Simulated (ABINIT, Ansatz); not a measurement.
# Sr2H6Os (Fm-3m): G0W0 with ABINIT, start to end

How does a plane-wave GW calculation on Sr2H6Os (Fm-3m) run from the first input to the gap?

Main program and level: ABINIT 10.8.3; PBEsol and many-body steps on it, plane waves.

Report form: the programs' logs are mostly left out.

## Step 1: The starting structure

Symmetry: Fm-3m, No. 225, cubic system. Conventional cell: a = 7.625 Å, b = 7.625 Å, c = 7.625 Å, α = 90.00°, β = 90.00°, γ = 90.00°. Nearest to Sr lie 12 H at 2.70 Å. Nearest to H lie 1 Os at 1.72 Å and 4 H at 2.44 Å and 4 Sr at 2.70 Å. Nearest to Os lie 6 H at 1.72 Å. Farther neighbours are not listed.

The cell and positions are those that the Materials Project relaxed with its own functionals (PBE, PBE+U or r2SCAN), kept fixed. Spin-orbit coupling is left out unless a step names it.

## Step 2: Ground state

This step: ABINIT 10.8.3; DFT, PBEsol, plane waves, norm-conserving pseudopotentials.

The ground-state density comes first.

run.abi

```
acell 3*1.0 Angstrom
rprim 
  0.000000000000 3.812277830000 3.812277830000
  3.812277830000 -0.000000000000 3.812277830000
  3.812277830000 3.812277830000 0.000000000000
ntypat 3
znucl 38 1 76
natom 9
typat 1 1 2 2 2 2 2 2 3
xred 
  0.750000000000 0.750000000000 0.750000000000
  0.250000000000 0.250000000000 0.250000000000
  0.773847590000 0.773847590000 0.226152410000
  0.226152410000 0.773847590000 0.226152410000
  0.773847590000 0.226152410000 0.226152410000
  0.226152410000 0.226152410000 0.773847590000
  0.773847590000 0.226152410000 0.773847590000
  0.226152410000 0.773847590000 0.773847590000
  0.000000000000 0.000000000000 0.000000000000
pp_dirpath "pseudos"
pseudos "Sr.upf, H.upf, Os.upf"
ecut 33
ngkpt 6 6 6
nshiftk 1
shiftk 0 0 0
kptopt 1
chksymbreak 0
nband 29
occopt 1
tolvrs 1e-10
nstep 60
prtwf 0
optforces 0
optstress 0
indata_prefix "in"
outdata_prefix "out"
tmpdata_prefix "tmp"
```

Started as:

```console
OMP_NUM_THREADS=1 mpirun -n 4 abinit run.abi > log
```

The job ended after 32 s (4 MPI ranks of Intel Xeon 6975P-C (Granite Rapids), shared host; peak memory 0.46 GiB).

This step gave:

```yaml
total_energy: -4713.3794 eV
gap: 2.319 eV
k_of_the_valence_top: 0, 0, 0
k_of_the_conduction_bottom: 0.5, 0.5, 0
least_direct_gap: 2.383 eV
```

The gap is indirect, with the least direct gap 0.06 eV higher.

## Step 3: Bands along the symmetry lines

The cheap functional maps the bands first; the places of the edges decide which points the dearer methods must see.

Edit run.abi of step 2 so:

```diff
@@ -22,14 +22,40 @@
 ecut 33
-ngkpt 6 6 6
-nshiftk 1
-shiftk 0 0 0
-kptopt 1
-chksymbreak 0
-nband 29
-occopt 1
-tolvrs 1e-10
-nstep 60
+iscf -2
+irdden 1
+kptopt 0
+nkpt 26
+kpt 
+  0.00000000 0.00000000 0.00000000
+  0.12500000 0.00000000 0.12500000
+  0.25000000 0.00000000 0.25000000
+  0.37500000 0.00000000 0.37500000
+  0.50000000 0.00000000 0.50000000
+  0.53125000 0.06250000 0.53125000
+  0.56250000 0.12500000 0.56250000
+  0.59375000 0.18750000 0.59375000
+  0.62500000 0.25000000 0.62500000
+  0.37500000 0.37500000 0.75000000
+  0.28125000 0.28125000 0.56250000
+  0.18750000 0.18750000 0.37500000
+  0.09375000 0.09375000 0.18750000
+  0.00000000 0.00000000 0.00000000
+  0.12500000 0.12500000 0.12500000
+  0.25000000 0.25000000 0.25000000
+  0.37500000 0.37500000 0.37500000
+  0.50000000 0.50000000 0.50000000
+  0.50000000 0.43750000 0.56250000
+  0.50000000 0.37500000 0.62500000
+  0.50000000 0.31250000 0.68750000
+  0.50000000 0.25000000 0.75000000
+  0.50000000 0.18750000 0.68750000
+  0.50000000 0.12500000 0.62500000
+  0.50000000 0.06250000 0.56250000
+  0.50000000 0.00000000 0.50000000
+istwfk *1
+nband 28
+nbdbuf 2
+tolwfr 1e-08
+nstep 40
 prtwf 0
-optforces 0
-optstress 0
+prtvol 0
 indata_prefix "in"
```

Wall time 27 s (4 MPI ranks); peak memory 0.41 GiB.

Numbers from this step:

| Property | Result |
| --- | --- |
| gap | 2.319 eV |
| k of the valence top | 0, 0, 0 |
| k of the conduction bottom | 0.5, 0, 0.5 |
| least direct gap | 2.383 eV |

The gap is 2.319 eV, as in the run before at this level.

The electronic bands at the labelled points (eV, zero at the top of the highest filled band):

```
    point  band 18  band 19  band 20  band 21  band 22  band 23  band 24  band 25
        Γ    -2.39     0.00     0.00     0.00     3.88     4.02     4.02     7.35
  halfway    -2.06    -0.32    -0.02    -0.02     3.35     3.71     5.36     5.56
        X    -1.69    -0.71    -0.06    -0.06     2.32     3.33     4.41     4.73
  halfway    -1.66    -0.59    -0.07    -0.07     2.40     3.44     4.29     4.61
        U    -1.59    -0.39    -0.10    -0.09     2.59     3.76     4.25     4.34
jump to K    -1.59    -0.39    -0.10    -0.09     2.59     3.76     4.25     4.34
  halfway    -1.87    -0.24    -0.07    -0.05     3.64     3.98     4.68     5.46
        Γ    -2.39     0.00     0.00     0.00     3.88     4.02     4.02     7.35
  halfway    -2.04    -0.18    -0.04    -0.04     3.98     3.98     4.96     5.07
        L    -1.67    -0.39    -0.09    -0.09     3.91     4.09     4.09     4.81
  halfway    -1.63    -0.26    -0.16    -0.08     2.98     4.07     4.31     4.44
        W    -1.74    -0.23    -0.23    -0.05     2.65     3.95     3.95     4.33
  halfway    -1.71    -0.49    -0.10    -0.06     2.47     3.54     4.21     4.53
        X    -1.69    -0.71    -0.06    -0.06     2.32     3.33     4.41     4.73
```

## Step 4: Empty states on the mesh, 2×2×2 mesh, 81 bands

The sums over transitions need many empty states on a uniform mesh; this step solves for them.

run.abi

```
acell 3*1.0 Angstrom
rprim 
  0.000000000000 3.812277830000 3.812277830000
  3.812277830000 -0.000000000000 3.812277830000
  3.812277830000 3.812277830000 0.000000000000
ntypat 3
znucl 38 1 76
natom 9
typat 1 1 2 2 2 2 2 2 3
xred 
  0.750000000000 0.750000000000 0.750000000000
  0.250000000000 0.250000000000 0.250000000000
  0.773847590000 0.773847590000 0.226152410000
  0.226152410000 0.773847590000 0.226152410000
  0.773847590000 0.226152410000 0.226152410000
  0.226152410000 0.226152410000 0.773847590000
  0.773847590000 0.226152410000 0.773847590000
  0.226152410000 0.773847590000 0.773847590000
  0.000000000000 0.000000000000 0.000000000000
pp_dirpath "pseudos"
pseudos "Sr.upf, H.upf, Os.upf"
ecut 33
ngkpt 2 2 2
nshiftk 1
shiftk 0 0 0
kptopt 1
chksymbreak 0
iscf -2
irdden 1
istwfk *1
nband 81
nbdbuf 6
tolwfr 1e-09
nstep 60
prtvol 0
indata_prefix "in"
outdata_prefix "out"
tmpdata_prefix "tmp"
```

Started as:

```console
OMP_NUM_THREADS=1 mpirun -n 3 abinit run.abi > log
```

It took 18 s on 3 MPI ranks; peak memory 0.3 GiB.

This step gave:

```yaml
gap: 2.319 eV
k_of_the_valence_top: 0, 0, 0
k_of_the_conduction_bottom: 0.5, 0.5, 0
least_direct_gap: 2.383 eV
k_points_computed: 3
lowest_point_of_the_top_converged_band_above_the_valence_top: 29.51 eV
```

On this mesh the gap is 2.319 eV.

## Step 5: Screening, 2×2×2 mesh, 75 bands, screening to 98 eV

The RPA dielectric matrix is built and inverted for each q.

This step: RPA screening on PBEsol, plane waves, norm-conserving pseudopotentials.

Edit run.abi of step 4 so:

```diff
@@ -27,10 +27,11 @@
 chksymbreak 0
-iscf -2
-irdden 1
 istwfk *1
-nband 81
-nbdbuf 6
-tolwfr 1e-09
-nstep 60
-prtvol 0
+occopt 1
+irdwfk 1
+optdriver 3
+nband 75
+ecuteps 3.6
+inclvkb 2
+awtr 1
+symchi 1
 indata_prefix "in"
```

Started as:

```console
OMP_NUM_THREADS=1 mpirun -n 4 abinit run.abi > log
```

The job ended after 9.3 s (4 MPI ranks; peak memory 1.1 GiB).

This step gave:

```yaml
eps_infinity_with_local_fields_on_this_mesh_along_the_program_s_q_direction: 4.342
the_same_without_local_fields: 5.315
plasma_frequency: 22.86 eV
plane_waves_in_the_screening_matrix: 259
```

Local fields lower ε∞ by 18 %. On a Γ-centred mesh this coarse the value itself is usually too large, while a short band sum pulls it down.

## Step 6: Self-energy, 2×2×2 mesh, 75 bands, screening to 98 eV

The self-energy is evaluated for the states that the input lists, and the levels follow from it, in one-shot runs by the linearised quasiparticle equation.

This step: G0W0 on PBEsol, plane waves, norm-conserving pseudopotentials.

Edit run.abi of step 5 so:

```diff
@@ -30,8 +30,17 @@
 irdwfk 1
-optdriver 3
+optdriver 4
 nband 75
+gwcalctyp 0
+ecutsigx 33
+symsigma 1
+nkptgw 2
+kptgw 
+  0.0000000000 0.0000000000 0.0000000000
+  0.5000000000 0.5000000000 0.0000000000
+bdgw 
+  19 24
+  20 23
 ecuteps 3.6
-inclvkb 2
-awtr 1
-symchi 1
+irdscr 1
+ppmodel 1
 indata_prefix "in"
```

Elapsed: 5 s, on 4 MPI ranks; peak memory 0.96 GiB; 19 s of CPU time.

This step gave:

```
G0W0 gap on the points computed              : 3.445 eV
starting gap on the mesh                     : 2.319 eV
k of the valence top                         : 0, 0, 0
k of the conduction bottom                   : 0.5, 0.5, 0
Z at the valence top                         : 0.803
Z at the conduction bottom                   : 0.837
least direct G0W0 gap on the computed points : 3.482 eV
```

The gap on the mesh goes from 2.32 eV to 3.45 eV, a correction of +1.13 eV.

Limits: finite bands, cutoff and mesh; no spin polarisation; d states lean on the start; no spin-orbit coupling; coarse k mesh. v1 is the top filled band, c1 the lowest empty one. The levels before and after the correction (eV, zero at the valence-band top of each column):

```csv
,conduction bottom,valence top
Kohn-Sham,2.32,0.00
G0W0,3.44,0.00
```

|  | level | energy (eV) |
| --- | --- | --- |
| Kohn-Sham | Γ v3-v1 | 0.000 |
| Kohn-Sham | Γ c1 | 3.884 |
| Kohn-Sham | Γ c2-c3 | 4.024 |
| Kohn-Sham | (0.5 0.5 0) v2-v1 | -0.063 |
| Kohn-Sham | (0.5 0.5 0) c1 | 2.320 |
| Kohn-Sham | (0.5 0.5 0) c2 | 3.333 |
| G0W0 | Γ v3-v1 | 0.000 |
| G0W0 | Γ c1 | 4.654 |
| G0W0 | Γ c2-c3 | 5.495 |
| G0W0 | (0.5 0.5 0) v2-v1 | -0.037 |
| G0W0 | (0.5 0.5 0) c1 | 3.445 |
| G0W0 | (0.5 0.5 0) c2 | 4.432 |

## Step 7: Where the time went

Times are wall times on the hardware named with each run, good to a factor of about two.

| step | time | share | memory (GiB) |
| --- | --- | --- | --- |
| ground state | 32 s | 35 % | 0.46 |
| bands along the symmetry lines | 27 s | 29 % | 0.41 |
| empty states on the mesh | 18 s | 19 % | 0.3 |
| screening | 9.3 s | 10 % | 1.1 |
| self-energy | 5 s | 6 % | 0.96 |

## Step 8: What came out

| Quantity | Value |
| --- | --- |
| PBEsol gap | 2.32 eV, indirect |
| G0W0 gap on the mesh | 3.45 eV |
| GW settings | 2×2×2 mesh, 75 bands, screening to 98 eV, Godby-Needs plasmon pole |
| known limits | not at the basis limit; no spin polarisation; d states lean on the start; no spin-orbit coupling; coarse k mesh |

What this shows: G0W0 moves the gap on the mesh from 2.32 eV to 3.45 eV (+1.13 eV), with Z of 0.80 and 0.84 at the edges. Local fields lower the RPA ε∞ on this mesh from 5.32 to 4.34; a Γ-centred mesh this coarse tends to raise both, most where the direct gap is narrow, while a short band sum lowers them. Only 2 of the mesh's irreducible points were corrected, so a valley elsewhere could overtake. Bands and cutoff are finite, so the gap is not at the basis limit. The miss can reach some tenths of an eV and take either sign; the mesh is an error of its own. In the G0W0 run levels were corrected at 2 k points alone, so a gap called «on the mesh» is the least over those, and an edge elsewhere would be missed. The 2×2×2 mesh is coarse for this cell, which bears on the long-range parts of exchange and screening. The runs have no spin polarisation. For a closed low-spin shell that is the natural state; where a d or f shell is open it is a constraint, and the gap is then not the crystal's own. With d states at the gap, one-shot GW leans hard on its start. The many-body steps are scalar-relativistic: spin-orbit coupling is not in them.

[Paths, hosts, dates, memory and timing lines, banners, echoed tables and standing remarks are left out of the program output.]

[Logs are printed without paths, hosts, clocks, repeated set-up lines and the standing remarks that a program may print on its own settings, such as how far it seeks lower states.]

[Runs of the session that timed out or met a known fault of the program may be left out.]

[Hosts, paths, dates, database ids (printed as entryN), source tags and the programs' standing remarks are cut or masked in the printed files.]

[G0W0 gaps are taken among the corrected bands and points alone; a level outside them can change the order at an edge.]

[Where Ansatz stands beside ABINIT at settings called matched, ABINIT's density can come from a denser mesh and the files from another edition; pairs whose starting gaps differed by over 0.03 eV were left out, so agreement reads better than it is.]
